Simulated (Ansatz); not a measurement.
Rows from a G0W0 calculation on SrLi2SnS4 (I-42m) (Ansatz 0.2.0; G0W0 on PBE, plane waves, PAW; 4×4×4 mesh, 410 empty bands, screening to 102 eV, plasmon pole), in eV. Spin-orbit coupling is left out.

```tsv
row	Σx	Σc	Vxc	Z
A	-18.15	2.13	-15.25	0.78
B	-18.09	2.25	-15.04	0.78
C	-7.08	-3.77	-11.34	0.81
D	-5.69	-3.72	-9.87	0.82
E	-8.56	-3.66	-12.91	0.81
F	-9.58	-3.61	-13.81	0.80
```

**Question.** Which rows are filled states and which are empty ones, and how can one tell?

Filled: A and B. Empty: C, D, E and F. The sign of Σc tells: for a filled state bare exchange, which holds its interaction with itself, lies below Vxc (Σx − Vxc is -2.9 eV or lower here) and screening gives part back as a positive Σc. For an empty state Σx lies above Vxc (+4.2 eV or more) and the Coulomb hole leaves Σc negative.

[Paths, hosts, dates, memory and timing lines, banners, echoed tables and standing remarks are left out of the program output.]

[Logs are printed without paths, hosts, clocks, repeated set-up lines and the standing remarks that a program may print on its own settings, such as how far it seeks lower states.]

[Runs of the session that timed out or met a known fault of the program may be left out.]

[Cells called generated may have been cut or substituted from an entry of the Crystallography Open Database or the Materials Project.]

[Hosts, paths, dates, database ids (printed as entryN), source tags and the programs' standing remarks are cut or masked in the printed files.]
